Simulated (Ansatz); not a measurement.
**One crystal, many levels of theory: GaSi2P (zincblende [110] superlattice) (Pmn2_1)**

Aim: the gap of GaSi2P (zincblende [110] superlattice) (Pmn2_1) at several levels of theory on one structure, with the time that each takes.

Program: Ansatz 0.2.0. Level of theory: density functionals, hybrids and G0W0, plane waves, PAW. Results are calculated unless marked as measured.

The structure was built from a prototype and need not be the compound's stable phase.

**1. Set-up**

Symmetry: Pmn2_1, No. 31, orthorhombic system. Conventional cell: a = 3.842 Å, b = 7.684 Å, c = 5.438 Å, α = 90.00°, β = 90.00°, γ = 90.00°. Ga has 3 P at 2.37 Å and 1 Si at 2.41 Å nearest. Nearest to P lie 1 Si at 2.27 Å and 3 Ga at 2.37 Å. Nearest to Si lie 1 P at 2.27 Å and 3 Si at 2.35 Å. Si has 3 Si at 2.35 Å and 1 Ga at 2.41 Å nearest. It derives from GaP. Farther neighbours are not listed.

Coordinates:

```cif
data_structure
_symmetry_space_group_name_H-M 'P 1'
_symmetry_Int_Tables_number 1
_cell_length_a 3.8422
_cell_length_b 5.4375
_cell_length_c 7.6838
_cell_angle_alpha 90.000
_cell_angle_beta 90.000
_cell_angle_gamma 90.000
_cell_volume 160.53
loop_
_atom_site_label
_atom_site_type_symbol
_atom_site_fract_x
_atom_site_fract_y
_atom_site_fract_z
_atom_site_occupancy
Ga1 Ga 0.00000 0.01055 0.11957 1
P2 P 0.50000 0.26586 0.12631 1
Ga3 Ga 0.50000 0.51055 0.38151 1
P4 P 0.00000 0.76586 0.37477 1
Si5 Si 0.00000 0.98757 0.62519 1
Si6 Si 0.50000 0.23603 0.62752 1
Si7 Si 0.50000 0.48756 0.87589 1
Si8 Si 0.00000 0.73603 0.87355 1
```

The structure was relaxed with PBEsol. The runs that relaxed it are not among those shown.

The logs state that the PAW files were generated under PBE.

**2. PBEsol on the 6×4×4 mesh**

Levels along a band path and on the mesh show where this functional puts the band edges.

This step: DFT, PBEsol, plane waves, PAW; PAW set soft_1.

input.yaml

```yaml
crystal:
  lattice:
    - [3.8421518345, 0.0, 0.0]
    - [0.0, 5.4375237944, -2.7723e-06]
    - [0.0, -3.9206e-06, 7.6837636921]
  atoms:
    - { symbol: Ga, position: [0.0, 0.0105496704, 0.1195673502] }
    - { symbol: P, position: [0.5, 0.265858094, 0.1263065093] }
    - { symbol: Ga, position: [0.5, 0.5105497565, 0.3815072346] }
    - { symbol: P, position: [0.0, 0.7658580403, 0.374768288] }
    - { symbol: Si, position: [0.0, -0.0124346698, 0.6251886117] }
    - { symbol: Si, position: [0.5, 0.2360271927, 0.62751969] }
    - { symbol: Si, position: [0.5, 0.4875649328, 0.8758864662] }
    - { symbol: Si, position: [0.0, 0.736026983, 0.8735545645] }
kpoints:
  mp_grid: { grid: [6, 4, 4] }
  band_path:
    path:
      - [0.0, 0.0, 0.0]
      - [-0.5, 0.0, 0.0]
      - [-0.5, 0.0, 0.5]
      - [0.0, 0.0, 0.5]
      - [0.0, 0.0, 0.0]
      - [0.0, -0.5, 0.5]
      - [-0.5, -0.5, 0.5]
      - [-0.5, 0.0, 0.0]
      - [-0.5, -0.5, 0.0]
      - [0.0, -0.5, 0.0]
      - [0.0, 0.0, 0.0]
    npoints: 10
hamiltonian:
  xc: pbesol
  pseudopotentials: { kind: paw, azcp: { folder: soft_1 }, xc_functional: pbe }
scf:
  occupations: { method: fermi_dirac, width: 0.02 }
  n_extra_bands: 6
output:
  eigenvalues: true
  forces: true
  stress: true
  write_density: true
  write_potential: true
  elf: true
  volumetric_format: npy
```

Run with:

```bash
$ ansatz run input.yaml --threads 4 --pin off --max-ram 17510MiB --backend cpu --events-out ev --progress --plain --runs-dir out
```

Numbers of over 12 decimals in the logs are rounded to 6 here.

What it wrote:

```text
Warning: the atoms were moved onto the symmetric positions of the space group found under crystal.symmetry.tolerance 1.0e-5 (fractional; no operation is sought that the atoms, as they stand in a round, miss by more than twice it, and no atom is moved by as much as it), and the run uses the moved positions. Before a round's move an operation carried an atom to 3.75e-6 Å from where it should land, the largest such dist [...]
scf.n_extra_bands = 6 over 26 filled bands (N_el = 52.0): the run solves 32 bands
Engine: ansatz 0.2.0, aarch64-unknown-linux-gnu
Pseudopotentials: kind: paw
Pseudopotential: Ga, paw, valence charge 13, recommended cutoff 420 eV (normal), soft_1/Ga.paw.azcp
Pseudopotential: P, paw, valence charge 5, recommended cutoff 420 eV (normal), soft_1/P.paw.azcp
Pseudopotential: Si, paw, valence charge 4, recommended cutoff 420 eV (normal), soft_1/Si.paw.azcp
Functional definition: PBEsol
  exchange = pbesol_x
  correlation = pbesol_c
Crystal: 8 atoms, lattice volume = 160.528 Å³
Basis set: ecut = 420 eV, 3115 PW (Γ), exchange–correlation on 54×80×108 points (8 copies of the dense FFT grid, shifted against one another)
Bands: 32, of which v1, the nominal top of the filled ones, is band 26 counted from 1 (25 counted from 0)
Symmetry: 4 space group operations
Space group: Pmn21 (ITA 31), of the structure as read, at distance tolerance 5.4e-5 Å
k-points: 36 of 96 (time reversal used)
Non-local potential: Ga, projectors of the file, l = 0: 2, l = 1: 2, l = 2: 3, l = 3: 1
Non-local potential: P, projectors of the file, l = 0: 2, l = 1: 2, l = 2: 1
Non-local potential: Si, projectors of the file, l = 0: 2, l = 1: 2, l = 2: 1
PAW form: soft (Blöchl's): semilocal exchange-correlation on the pseudo side does not see the compensation charge
PAW frozen core: Ga, regenerated for the run's functional, and the local potential with it (the file was generated under x = pbe(κ = 0.804, μ = 0.219515), c = pbe(β = 0.066725))
PAW frozen core: P, regenerated for the run's functional, and the local potential with it (the file was generated under x = pbe(κ = 0.804, μ = 0.219515), c = pbe(β = 0.066725))
PAW frozen core: Si, regenerated for the run's functional, and the local potential with it (the file was generated under x = pbe(κ = 0.804, μ = 0.219515), c = pbe(β = 0.066725))
PAW one-centre angular grid: Ga, 590 points (default); XC on 64 Gauss nodes
PAW one-centre angular grid: P, 110 points (default); XC on 64 Gauss nodes
PAW one-centre angular grid: Si, 110 points (default); XC on 64 Gauss nodes
Initial density: superposition of atomic densities (chi_scale 0.1, normalization cell, long waves kept (reshape's long-wave potential 0.06 eV rms))
Initial wavefunctions: pseudopotential atomic-orbital guess
Functional: x = pbesol(κ = 0.804, μ = 0.123457), c = pbesol(β = 0.046)
SCF iter   1: F=—  HF=-11454.713452 eV  |F-HF|=—  |Δ(HF+E_count)|=         —  Δρ=4.54e-2  dr2=3.08e0  ethr=3.10e-3  ⟨swp⟩=9.2  Hψ=6295  notcnv=0
preconditioner: auto → Resta (q_TF=auto, 2.261 Å⁻¹)  ε∞=4.5  [insulator: Δε(μ)=1.079 eV  Ē_g=11.344 eV  σ=0.020 eV  W_gap=1.00  n_scr=32 (ndim 8)  ℏωp=21.1 eV  f_vac=0.000  D(μ)=0.00/eV (n_scr^D=0)  ε∞_Penn≈4.5]
SCF iter   2: F=—  HF=-11454.115367 eV  |F-HF|=—  |Δ(HF+E_count)|=   5.98e-1  Δρ=2.60e-2  dr2=9.31e-1  ethr=3.10e-3  ⟨swp⟩=2.9  Hψ=1731  notcnv=0  defer=64
SCF iter   3: F=—  HF=-11453.908076 eV  |F-HF|=—  |Δ(HF+E_count)|=   2.07e-1  Δρ=4.97e-3  dr2=3.06e-2  ethr=1.79e-3  ⟨swp⟩=3.4  Hψ=2197  notcnv=0  defer=64
SCF iter   4: F=—  HF=-11453.883207 eV  |F-HF|=—  |Δ(HF+E_count)|=   2.49e-2  Δρ=1.91e-3  dr2=8.12e-3  ethr=5.88e-5  ⟨swp⟩=3.7  Hψ=2412  notcnv=0  defer=66
SCF iter   5: F=—  HF=-11453.883060 eV  |F-HF|=—  |Δ(HF+E_count)|=   1.46e-4  Δρ=7.04e-4  dr2=9.84e-4  ethr=1.56e-5  ⟨swp⟩=2.1  Hψ=2179  notcnv=0  defer=64
SCF iter   6: F=—  HF=-11453.883855 eV  |F-HF|=—  |Δ(HF+E_count)|=   7.94e-4  Δρ=1.33e-4  dr2=3.93e-5  ethr=1.89e-6  ⟨swp⟩=2.6  Hψ=1896  notcnv=0  defer=64
SCF iter   7: F=—  HF=-11453.883878 eV  |F-HF|=—  |Δ(HF+E_count)|=   2.33e-5  Δρ=2.03e-5  dr2=6.94e-7  ethr=7.56e-8  ⟨swp⟩=2.2  Hψ=1871  notcnv=0  defer=64
SCF iter   8: F=-11453.883879 eV  HF=-11453.883879 eV  |F-HF|=5.98e-8  |Δ(HF+E_count)|=   1.22e-6  Δρ=6.74e-6  dr2=5.64e-8  ethr=1.92e-10  ⟨swp⟩=20.3  Hψ=10306  notcnv=0
SCF 1 converged in 8 iterations: F = -11453.883879 eV  dr2 = 5.64e-8
[...]
NSCF: frozen V_eff on 101 k-points
SCF converged after 8 iterations
Free energy (F): -11453.883879 eV
Harris-Foulkes:  -11453.883879 eV  (|F-HF|=5.98e-8)
Internal energy: -11453.883879 eV  (E = F + TS)
E sigma→0 (E₀):  -11453.883879 eV
Fermi energy:    7.138358 eV
--- Per-component energies (eV) ---
  E_band       = -111.462826
  E_kinetic    = 524.222837
  E_local      = -4167.413819  (includes V_loc(G=0)·N_el)
  E_nonlocal   = -27.965731
  E_hartree    = 2410.216467
  E_xc         = -494.193652
  E_vxc        = -426.148345  (∫ρ·V_xc dr)
  E_paw        = -6980.713503  (= ΣΔE_a)
  E_vpaw       = -834.580716  (= ΣTr[D̂ρ^β])
  E_aug_tail   = -0.000261  (compensation charges beyond the density's cutoff)
  E_ewald      = -2719.980611
  E_core_change = 1.944393  (= ΣΔE_core)
  E_smearing   = -0.000000  (= −TS)
  E_closure    = -0.000000  (closes the sum)
  Σ components = -11453.883879   (vs F -11453.883879, Δ=0.00e0)
--- Forces (eV/Å), atoms counted from 1 ---
  atom   1  Ga    -0.00000000    -0.00053193    -0.00256107
  atom   2  P      0.00000000    -0.00008575     0.00186042
  atom   3  Ga    -0.00000000    -0.00053193     0.00256107
  atom   4  P      0.00000000    -0.00008575    -0.00186042
  atom   5  Si    -0.00000000    -0.00033898    -0.00009156
  atom   6  Si    -0.00000000     0.00097830    -0.00016954
  atom   7  Si    -0.00000000    -0.00033898     0.00009156
  atom   8  Si    -0.00000000     0.00097830     0.00016954
  max |Σ_I F_I| component: 4.33e-5 eV/Å
--- Stress (GPa, compression-positive) ---
        0.023406      -0.000000       0.000000
       -0.000000       0.009480       0.000000
        0.000000       0.000000      -0.014545
  P = ⅓ Tr σ = 0.0061 GPa (0.061 kbar)
--- Band table (eV; the first three rows and the last of 36) ---
  k-point 0: bands = [... 22 lower, 5.3997, 6.6078, 6.7042, 6.7380, 7.5829, 7.7250, 8.8207, 9.4864, ... 2 higher]
  k-point 1: bands = [... 22 lower, 5.5512, 5.8862, 6.2223, 6.6647, 7.7428, 8.7400, 8.7712, 9.5309, ... 2 higher]
  k-point 2: bands = [... 22 lower, 5.0132, 5.3670, 6.2442, 6.5046, 7.9197, 8.4114, 9.6422, 9.7575, ... 2 higher]
  k-point 35: bands = [... 22 lower, 4.4324, 4.4324, 4.7441, 4.7441, 9.6459, 9.6459, 9.9373, 9.9373, ... 2 higher]
```

Run time: 11 s. Hardware: 4 threads of Arm Neoverse V2, shared host; peak memory 0.64 GiB.

Reading the cycles: dr2 is the Hartree energy of the density residual (eV), the measure of convergence; HF is the Harris–Foulkes estimate of the energy, which meets the free energy F at convergence.

This step gave:

| Item | Value |
| --- | --- |
| pressure | 0.006114 GPa |
| filled bands | 26 |
| gap | 0.7755 eV |
| valence top at | Γ |
| conduction bottom at | k = (0.000, -0.150, 0.000) |
| least direct gap | 0.8450 eV |

Over mesh and path the gap is 0.775 eV, from k = Γ to k = (0.000, -0.150, 0.000). The least direct gap found is 0.845 eV, at k = Γ. On the 6×4×4 mesh alone the same run gives 0.822 eV, so that mesh misses an edge of PBEsol: 0.822 − 0.775 = +0.047 eV. The program's warnings for this run: structure snapped to symmetry.

**3. PBEsol+SOC on the 6×4×4 mesh**

This run has two-component orbitals with spin-orbit coupling.

This step: DFT, PBEsol with spin-orbit coupling, plane waves, PAW; PAW set soft_1.

input.yaml, as its differences from that of step 2:

```diff
@@ -22,16 +22,17 @@
       - [0.0, 0.0, 0.5]
-      - [0.0, 0.0, 0.0]
       - [0.0, -0.5, 0.5]
       - [-0.5, -0.5, 0.5]
-      - [-0.5, 0.0, 0.0]
       - [-0.5, -0.5, 0.0]
       - [0.0, -0.5, 0.0]
-      - [0.0, 0.0, 0.0]
-    npoints: 10
+      - [0.0, -0.15, 0.0]
+    npoints: 1
 hamiltonian:
   xc: pbesol
-  pseudopotentials: { kind: paw, azcp: { folder: soft_1 }, xc_functional: pbe }
+  pseudopotentials: { kind: paw_fr, azcp: { folder: soft_1 }, xc_functional: pbe }
 scf:
   occupations: { method: fermi_dirac, width: 0.02 }
-  n_extra_bands: 6
+  n_extra_bands: 12
+magnetization:
+  noncollinear: true
+  spin_orbit: true
 output:
@@ -40,5 +41 @@
   stress: true
-  write_density: true
-  write_potential: true
-  elf: true
-  volumetric_format: npy
```

What it wrote:

```text
[...]
non-collinear run that drives no moment, with spin-orbit: no starting moment large enough to seed its density (crystal.atoms[].spin), no starting occupations that ask for one, no magnetisation constraint and no magnetic field, so the semilocal B_xc is pinned to zero
Crystal: 8 atoms, lattice volume = 160.528 Å³
Basis set: ecut = 420 eV, 3115 PW (Γ), exchange–correlation on 54×80×108 points (8 copies of the dense FFT grid, shifted against one another)
Bands: 64, of which v1, the nominal top of the filled ones, is band 52 counted from 1 (51 counted from 0)
Symmetry: 4 space group operations + 4 with time reversal
[...]
k-points: 36 of 96 (time reversal used)
Projection manifold: j_resolved (fully-relativistic pseudo-atomic orbitals)
[...]
atom   4  P      0.00000000    -0.00089217    -0.00266915
  atom   5  Si    -0.00000000    -0.00027131    -0.00008279
  atom   6  Si     0.00000000     0.00168230    -0.00103642
  atom   7  Si    -0.00000000    -0.00027131     0.00008279
  atom   8  Si    -0.00000000     0.00168230     0.00103642
  max |Σ_I F_I| component: 1.45e-5 eV/Å
--- Stress (GPa, compression-positive) ---
        0.014828      -0.000000       0.000000
       -0.000000       0.000667       0.000000
        0.000000       0.000000      -0.023265
  P = ⅓ Tr σ = -0.0026 GPa (-0.026 kbar)
--- Band table (eV; the first three rows and the last of 36) ---
  k-point 0: bands = [... 48 lower, 6.7033, 6.7033, 6.7498, 6.7498, 7.5828, 7.5828, 7.7249, 7.7249, ... 8 higher]
  k-point 1: bands = [... 48 lower, 6.2125, 6.2300, 6.6646, 6.6661, 7.7424, 7.7428, 8.7386, 8.7411, ... 8 higher]
  k-point 2: bands = [... 48 lower, 6.2442, 6.2442, 6.5043, 6.5043, 7.9194, 7.9194, 8.4113, 8.4113, ... 8 higher]
  k-point 35: bands = [... 48 lower, 4.7436, 4.7436, 4.7440, 4.7440, 9.6425, 9.6425, 9.6486, 9.6486, ... 8 higher]
[key lines of the parts left out:]
SCF converged after 9 iterations
Magnetization: |M| = 0.0000 μB,  M = (+0.0000, +0.0000, +0.0000) μB
Free energy (F): -11454.050757 eV
Fermi energy:    7.143221 eV
```

Wall time 35 s (4 threads); peak memory 1.4 GiB.

This step gave:

```yaml
pressure: -0.002590 GPa
gap: 0.7635 eV
valence_top_at: Γ
conduction_bottom_at: k = (0.000, -0.150, 0.000)
least_direct_gap: 0.8330 eV
```

Over mesh and listed points the gap is 0.764 eV, from k = Γ to k = (0.000, -0.150, 0.000). The least direct gap found is 0.833 eV, at k = Γ. On the 6×4×4 mesh alone the same run gives 0.810 eV, so that mesh misses an edge of PBEsol+SOC: 0.810 − 0.764 = +0.046 eV. PBEsol+SOC against PBEsol: 0.764 − 0.775 = −0.011 eV, with the same mesh, set of files (read in its fully relativistic form for the spin-orbit run) and cutoff, and both edges at the same k points. The spin-orbit run sees mesh and listed points alone, so its gap is an upper bound: the coupling can move an edge off these points, the more so as this crystal has no centre of inversion, and the change over the zone, its sign included where it is small, is not known. The program's warnings for this run: structure snapped to symmetry.

**4. HSE06 on the 4×4×2 mesh**

HSE06 mixes in a quarter of exact exchange at short range.

This step: DFT, HSE06, plane waves, PAW; PAW set soft_1.

input.yaml, as its differences from that of step 3:

```diff
@@ -15,3 +15,3 @@
 kpoints:
-  mp_grid: { grid: [6, 4, 4] }
+  mp_grid: { grid: [4, 4, 2] }
   band_path:
@@ -29,13 +29,8 @@
 hamiltonian:
-  xc: pbesol
-  pseudopotentials: { kind: paw_fr, azcp: { folder: soft_1 }, xc_functional: pbe }
+  xc: hse06
+  pseudopotentials: { kind: paw, azcp: { folder: soft_1 } }
 scf:
-  occupations: { method: fermi_dirac, width: 0.02 }
-  n_extra_bands: 12
-magnetization:
-  noncollinear: true
-  spin_orbit: true
+  occupations: { method: fixed }
+  n_extra_bands: 6
 output:
   eigenvalues: true
-  forces: true
-  stress: true
```

What it wrote:

```text
[...]
davidson cushion auto → on  (no smearing: the cushion is to keep the highest requested band from converging to the state above it; pin scf.eigensolver.cushion to override)
Crystal: 8 atoms, lattice volume = 160.528 Å³
Basis set: ecut = 420 eV, 3115 PW (Γ)
Bands: 32, of which v1, the nominal top of the filled ones, is band 26 counted from 1 (25 counted from 0)
Symmetry: 4 space group operations
[...]
Fermi energy:    6.427942 eV
[...]
--- Band table (eV; the first three rows and the last of 18) ---
  k-point 0: bands = [... 22 lower, 4.9829, 6.3157, 6.4199, 6.4279, 8.0091, 8.1879, 9.4446, 10.0766, ... 2 higher]
  k-point 1: bands = [... 22 lower, 4.6554, 5.0517, 5.8864, 6.1830, 8.3803, 8.9106, 10.3284, 10.3970, ... 2 higher]
  k-point 2: bands = [... 22 lower, 4.9495, 5.0473, 5.6940, 5.7584, 7.9913, 8.9289, 9.1062, 9.7748, ... 2 higher]
  k-point 17: bands = [... 22 lower, 3.9797, 3.9797, 4.3231, 4.3231, 10.2191, 10.2191, 10.4873, 10.4873, ... 2 higher]
[key lines of the parts left out:]
Free energy (F): -11625.943595 eV
```

It took 73 s on 4 threads; peak memory 3 GiB.

This step gave:

```yaml
gap: 1.515 eV
valence_top_at: Γ
conduction_bottom_at: k = (0.000, -0.150, 0.000)
least_direct_gap: 1.581 eV
exact_exchange_fraction: 0.25
```

Over mesh and listed points the gap is 1.515 eV, from k = Γ to k = (0.000, -0.150, 0.000). The least direct gap found is 1.581 eV, at k = Γ. On the 4×4×2 mesh alone the same run gives 1.553 eV, so that mesh misses an edge of HSE06: 1.553 − 1.515 = +0.038 eV. HSE06 against PBEsol: 1.515 − 0.775 = +0.740 eV. The runs also differ in mesh (6×4×4 and 4×4×2), so how much of this comes from the functional alone is not known. The program's warnings for this run: structure snapped to symmetry.

(Continued in part 2 of 2.)

[Paths, hosts, dates, memory and timing lines, banners, echoed tables and standing remarks are left out of the program output.]

[Logs are printed without paths, hosts, clocks, repeated set-up lines and the standing remarks that a program may print on its own settings, such as how far it seeks lower states.]

[Runs of the session that timed out or met a known fault of the program may be left out.]

[Cells called generated may have been cut or substituted from an entry of the Crystallography Open Database or the Materials Project.]

[Hosts, paths, dates, database ids (printed as entryN), source tags and the programs' standing remarks are cut or masked in the printed files.]

[Where an RPA ε∞ is given, it is that of the G0W0 mesh and is not shown converged in it. Names of k-points follow the symmetry that the program found, which can be lower than the space group named. Band edges on a path are those of the sampled points; other points can move an edge, and change direct to indirect where valleys lie close.]

[Hybrid gaps are those of their k-mesh and are not shown converged in it.]
